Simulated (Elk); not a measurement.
**E(q) of AlFe**

Wanted: E(q) for AlFe and its minimum.

Calculated with Elk 11.2.3 (patched build); LDA (Perdew-Wang); all-electron APW+lo, Dirac cores, scalar-relativistic bands.

### 1. The starting structure

It takes space group Pm-3m (No. 221, cubic). Conventional cell: a = 2.910 Å, b = 2.910 Å, c = 2.910 Å, α = 90.00°, β = 90.00°, γ = 90.00°. Nearest to Al lie 8 Fe at 2.52 Å. Nearest to Fe lie 8 Al at 2.52 Å. Farther neighbours are not listed.

### 2. Reference state

The energies of all spirals count from this run, made with the same spinor basis and mesh so that errors cancel.

The moments start as ferro +, on a cone 45° from z.

The last three numbers of an atom's line are a seed field in its sphere. It points against the wanted moment and shrinks by the factor reducebf each loop.

File elk.in:

```
tasks
  0

xctype
  3

rgkmax
  7.0

nempty
  14

swidth
  0.005

reducebf
  0.5

epsengy
  1e-06

maxscl
  100

lmaxi
  2

spinsprl
  .true.

spinpol
  .true.

vqlss
  0.000000 0.000000 0.000000

sppath
  './'

avec
  5.49910302266 0.00000000000 0.00000000000
  0.00000000000 5.49910302266 0.00000000000
  0.00000000000 0.00000000000 5.49910302266

atoms
  2
  'Al.in'
  1
  0.0000000000 0.0000000000 0.0000000000   0.000000 0.000000 0.000000
  'Fe.in'
  1
  0.5000000000 0.5000000000 0.5000000000   -0.098995 0.000000 -0.098995

ngridk
  8 8 8
```

Launch:

```
OMP_NUM_THREADS=2 elk
```

Numbers of over 12 decimals in the logs are rounded to 6 here.

Log:

```text
Warning(gndstate): core states of species 1 leak from the muffin-tin :   0.5100102830E-03

--- INFO.OUT ---
┌─────────────────────────┐
│ Elk code version 11.2.3 │
└─────────────────────────┘

All units are atomic (Hartree, Bohr, etc.)

┌─────────────────────────────────────────────────┐
│ Ground-state run starting from atomic densities │
└─────────────────────────────────────────────────┘

Lattice vectors :
   5.499103023       0.000000000       0.000000000
   0.000000000       5.499103023       0.000000000
   0.000000000       0.000000000       5.499103023

Reciprocal lattice vectors :
   1.142583669       0.000000000       0.000000000
   0.000000000       1.142583669       0.000000000
   0.000000000       0.000000000       1.142583669

Unit cell volume      :    166.2936126
Brillouin zone volume :    1.491640055

Muffin-tin inner radius fraction :   0.1000000000E-01

Nuclei treated as point charges

Species : 1 (Al)
 parameters loaded from : Al.in
 name : aluminium
 nuclear charge    :   -13.00000000
 electronic charge :    13.00000000
 atomic mass :    49184.33496
 muffin-tin radius :    2.200000000
 number of radial points in muffin-tin :    397
 inner part over the whole radius :   0.9634586160E-02
 number on inner part of muffin-tin    :    276
 approximate nuclear radius :   0.5839653600E-04
 number of mesh points to nuclear radius :    122
 atomic positions (lattice), magnetic fields (Cartesian) :
  1 :   0.00000000  0.00000000  0.00000000    0.00000000  0.00000000  0.00000000

Species : 2 (Fe)
 parameters loaded from : Fe.in
 name : iron
 nuclear charge    :   -26.00000000
 electronic charge :    26.00000000
 atomic mass :    101799.2075
 muffin-tin radius :    2.400000000
 number of radial points in muffin-tin :    497
 inner part over the whole radius :   0.9741561398E-02
 number on inner part of muffin-tin    :    350
 approximate nuclear radius :   0.7160107270E-04
 number of mesh points to nuclear radius :    166
 atomic positions (lattice), magnetic fields (Cartesian) :
  1 :   0.50000000  0.50000000  0.50000000   -0.09899500  0.00000000 -0.09899500

Total number of atoms per unit cell :    2
Total muffin-tin volume :    102.5080739
 ratio of muffin-tin to unit cell volume :   0.6164282097

Spin treatment :
 spin-polarised
 global magnetic field (Cartesian) :    0.000000000       0.000000000       0.000000000
 non-collinear magnetisation
 spin-spiral state assumed
  q-vector (lattice)   :    0.000000000       0.000000000       0.000000000
  q-vector (Cartesian) :    0.000000000       0.000000000       0.000000000
  q-vector length      :    0.000000000

Number of Bravais lattice symmetries :   48
Number of crystal symmetries         :   48
Crystal has inversion symmetry
Real symmetric eigensolver will be used

k-point grid :      8     8     8
k-point offset :    0.000000000       0.000000000       0.000000000
k-point set is reduced with full crystal symmetry group
Total number of k-points :       35

Muffin-tin radius times maximum |G+k| :    7.000000000
 using average radius
Maximum |G+k| for APW functions       :    3.043478261
Maximum (1/2)|G+k|²                   :    4.631379962
Maximum |G| for potential and density :    12.00000000
Constant for pseudocharge density :    7
 order of it for each species :   14  14
 order of it for pair densities of each species (exact exchange by exxq0 0: 14) :    8  11
Radial integration step length :    1

G-vector grid sizes :     24    24    24
Number of G-vectors :     4945

Maximum angular momentum used for
 APW functions            :    8
 outer part of muffin-tin :    6
 inner part of muffin-tin :    2

Total nuclear charge    :   -39.00000000
Total core charge       :    14.00000000
Total valence charge    :    25.00000000
Total excess charge     :    0.000000000
Total electronic charge :    39.00000000

Effective Wigner radius, rₛ :    1.005944724

Number of empty states         :     28
Total number of valence states :     82
Total number of core states    :     14

Third-order local-orbitals added for an l without core states : T
Total number of local-orbitals :     33

Exchange-correlation functional :      3     0     0
 Perdew-Wang/Ceperley-Alder, Phys. Rev. B 45, 13244 (1992)
 gradient requirement :    0
 local density approximation (LDA)

Smearing type :    3
 Fermi-Dirac
Smearing width :   0.5000000000E-02
Effective electronic temperature (K) :    1578.875124

Mixing type :    3
 Broyden mixing, J. Phys. A: Math. Gen. 17, L317 (1984)

Kohn-Sham potential initialised from atomic data

┌──────────────────────────────┐
│ Self-consistent loop started │
└──────────────────────────────┘

┌─────────────────┐
│ Loop number : 1 │
└─────────────────┘

Energies :
 Fermi                       :     0.215587
 sum of occupied eigenvalues :     -865.72433924210
 electron kinetic            :      1529.4210568379
 core electron kinetic       :      1325.6134055955
 Coulomb                     :     -2970.5899038006
 Coulomb potential           :     -2295.9052920539
 nuclear-nuclear             :     -267.28223373280
 electron-nuclear            :     -3119.8876133478
 Hartree                     :      416.57994327999
 Madelung                    :     -1822.6372577737
 xc potential                :     -99.141296921159
 xc effective B-field        :    -0.69563394796889E-01
 external B-field            :      0.000000
 exchange                    :     -68.317303909510
 correlation                 :     -3.225083
 electron entropic           :    -0.58917028612136E-02
 total energy                :     -1512.7171256468
 (external B-field energy excluded from total)

Density of states at Fermi energy :    74.84211665
 (states/Hartree/unit cell)

Estimated indirect band gap :   0.1514467232E-02
 from k-point 23 to k-point 22
Estimated direct band gap   :   0.1987580746E-02
 at k-point 23

Charges :
 core                        :    14.00000000
 valence                     :    25.00000000
 interstitial                :    2.245367082
 muffin-tins (core leakage)
  species : 1 (Al)
   atom 1                    :    11.30122211     (  0.5493683109E-03)
  species : 2 (Fe)
   atom 1                    :    25.45341080     ( -0.3613843514E-05)
 total in muffin-tins        :    36.75463292
 total calculated charge     :    38.99952433
 total charge                :    39.00000000
 error                       :   0.4756666572E-03

Moments :
 interstitial                :  -0.4392431992E-01  0.2236931873E-10 -0.4392429916E-01
 muffin-tins
  species : 1 (Al)
   atom 1                    :  -0.4667516657E-01  0.2194121952E-10 -0.4667515665E-01
  species : 2 (Fe)
   atom 1                    :    1.374414375     -0.9323271684E-09   1.374414580
 total in muffin-tins        :    1.327739209     -0.9103859489E-09   1.327739424
 total moment                :    1.283814889     -0.8880166301E-09   1.283815124

┌─────────────────┐
│ Loop number : 2 │
└─────────────────┘

Energies :
 Fermi                       :     0.216939
 sum of occupied eigenvalues :     -865.68208010906
 electron kinetic            :      1529.4181067444
 core electron kinetic       :      1325.6658255715
 Coulomb                     :     -2970.5271535014
 Coulomb potential           :     -2295.9827105685
 nuclear-nuclear             :     -267.28223373280
 electron-nuclear            :     -3119.6829540927
 Hartree                     :      416.43803432413
 Madelung                    :     -1822.5357982172
 xc potential                :     -99.019779097260
 xc effective B-field        :    -0.69524546649619E-01
 external B-field            :      0.000000
 exchange                    :     -68.309706115142
 correlation                 :     -3.224832
 electron entropic           :    -0.58926781083432E-02
 total energy                :     -1512.6494775744
 (external B-field energy excluded from total)

Density of states at Fermi energy :    74.86097914
 (states/Hartree/unit cell)

Estimated indirect band gap :   0.1472423223E-02
 from k-point 23 to k-point 22
Estimated direct band gap   :   0.1951388546E-02
 at k-point 23

Charges :
 core                        :    14.00000000
 valence                     :    25.00000000
 interstitial                :    2.249400533
 muffin-tins (core leakage)
  species : 1 (Al)
   atom 1                    :    11.30457739     (  0.5488251964E-03)
  species : 2 (Fe)
   atom 1                    :    25.44602208     ( -0.3613843337E-05)
 total in muffin-tins        :    36.75059947
 total calculated charge     :    38.99952464
 total charge                :    39.00000000
 error                       :   0.4753575885E-03

Moments :
 interstitial                :  -0.4375402467E-01 -0.2494864273E-07 -0.4375402803E-01
 muffin-tins
  species : 1 (Al)
   atom 1                    :  -0.4671254598E-01 -0.2087392939E-07 -0.4671253919E-01
  species : 2 (Fe)
   atom 1                    :    1.374279260      0.4096808169E-07   1.374279501
 total in muffin-tins        :    1.327566714      0.2009415230E-07   1.327566962
 total moment                :    1.283812690     -0.4854490428E-08   1.283812934

RMS change in Kohn-Sham potential (target) :   0.2370103246     (  0.1000000000E-05)
Absolute change in total energy (target)   :   0.6764807246E-01 (  0.1000000000E-05)

[... loops 3 to 20 left out ...]

┌──────────────────┐
│ Loop number : 21 │
└──────────────────┘

Energies :
 Fermi                       :     0.299382
 sum of occupied eigenvalues :     -862.93120988541
 electron kinetic            :      1529.1401804639
 core electron kinetic       :      1325.9455206587
 Coulomb                     :     -2970.2481942132
 Coulomb potential           :     -2297.5939725639
 nuclear-nuclear             :     -267.28223373280
 electron-nuclear            :     -3117.4823282056
 Hartree                     :      414.51636772522
 Madelung                    :     -1821.4512079312
 xc potential                :     -94.468241927873
 xc effective B-field        :    -0.91758547684120E-02
 external B-field            :      0.000000
 exchange                    :     -68.189216136728
 correlation                 :     -3.226200
 electron entropic           :    -0.53391107148716E-02
 total energy                :     -1512.5287686652
 (external B-field energy excluded from total)

Density of states at Fermi energy :    64.62907458
 (states/Hartree/unit cell)

Estimated indirect band gap :   0.9712199953E-03
 from k-point 11 to k-point 12
Estimated direct band gap   :   0.5244723695E-02
 at k-point 16

Charges :
 core                        :    14.00000000
 valence                     :    25.00000000
 interstitial                :    2.308794794
 muffin-tins (core leakage)
  species : 1 (Al)
   atom 1                    :    11.38755855     (  0.5100102829E-03)
  species : 2 (Fe)
   atom 1                    :    25.30364665     ( -0.3613843328E-05)
 total in muffin-tins        :    36.69120521
 total calculated charge     :    38.99955191
 total charge                :    39.00000000
 error                       :   0.4480876493E-03

Moments :
 interstitial                :  -0.6791867537E-02 -0.3295766886E-05 -0.6796197533E-02
 muffin-tins
  species : 1 (Al)
   atom 1                    :  -0.1673191208E-01 -0.7728991663E-05 -0.1673322017E-01
  species : 2 (Fe)
   atom 1                    :   0.5026695773      0.1765986163E-03  0.5027091293
 total in muffin-tins        :   0.4859376652      0.1688696246E-03  0.4859759091
 total moment                :   0.4791457977      0.1655738577E-03  0.4791797116

RMS change in Kohn-Sham potential (target) :   0.6484497601E-07 (  0.1000000000E-05)
Absolute change in total energy (target)   :   0.5031185992E-06 (  0.1000000000E-05)

Convergence targets achieved

┌──────────────────┐
│ Loop number : 22 │
└──────────────────┘

Energies :
 Fermi                       :     0.299382
 sum of occupied eigenvalues :     -862.93121003829
 electron kinetic            :      1529.1401805104
 core electron kinetic       :      1325.9455206114
 Coulomb                     :     -2970.2481943873
 Coulomb potential           :     -2297.5939724452
 nuclear-nuclear             :     -267.28223373280
 electron-nuclear            :     -3117.4823286646
 Hartree                     :      414.51636801013
 Madelung                    :     -1821.4512081647
 xc potential                :     -94.468242217075
 xc effective B-field        :    -0.91758881870002E-02
 external B-field            :      0.000000
 exchange                    :     -68.189216173601
 correlation                 :     -3.226200
 electron entropic           :    -0.53391067326412E-02
 total energy                :     -1512.5287688234
 (external B-field energy excluded from total)

Density of states at Fermi energy :    64.62902717
 (states/Hartree/unit cell)

Estimated indirect band gap :   0.9712200196E-03
 from k-point 11 to k-point 12
Estimated direct band gap   :   0.5244727004E-02
 at k-point 16

Charges :
 core                        :    14.00000000
 valence                     :    25.00000000
 interstitial                :    2.308794790
 muffin-tins (core leakage)
  species : 1 (Al)
   atom 1                    :    11.38755856     (  0.5100102830E-03)
  species : 2 (Fe)
   atom 1                    :    25.30364665     ( -0.3613843640E-05)
 total in muffin-tins        :    36.69120521
 total calculated charge     :    38.99955191
 total charge                :    39.00000000
 error                       :   0.4480876447E-03

Moments :
 interstitial                :  -0.6791923539E-02 -0.3512472862E-05 -0.6796299740E-02
 muffin-tins
  species : 1 (Al)
   atom 1                    :  -0.1673198529E-01 -0.8263617210E-05 -0.1673340763E-01
  species : 2 (Fe)
   atom 1                    :   0.5026688274      0.1926668971E-03  0.5027118141
 total in muffin-tins        :   0.4859368421      0.1844032799E-03  0.4859784065
 total moment                :   0.4791449186      0.1808908070E-03  0.4791821067

┌──────────────────────────────┐
│ Self-consistent loop stopped │
└──────────────────────────────┘

Warning : core states of species 1 leak from the muffin-tin :   0.5100102830E-03

Wrote STATE.OUT
```

It took 99 s on 2 threads of Intel Xeon Platinum 8488C (Sapphire Rapids), shared host; peak memory 0.11 GiB; 3.2 min of CPU time.

This step gave:

* density of states at the Fermi level: 2.375 states/eV/cell
* moment between the spheres: -0.006792, 0, -0.006796 μB
* magnetization: 0.4791, 0, 0.4792 μB
* final state: ferromagnetic
* largest moment: 0.7109 μB

After 22 cycles the largest moment stands at 0.711 μB.

(Continued in part 2 of 2.)

[Logs and program files are shortened in this print: banners, set-up blocks, solver, clock and traceback lines can be left out without a mark of their own.]

[Logs are printed without paths, hosts, clocks, repeated set-up lines and the standing remarks that a program may print on its own settings, such as how far it seeks lower states.]

[Hosts, paths, dates, database ids (printed as entryN), source tags and the programs' standing remarks are cut or masked in the printed files.]

[Where a cell is said to come from a database of computed structures, the database is the Materials Project.]
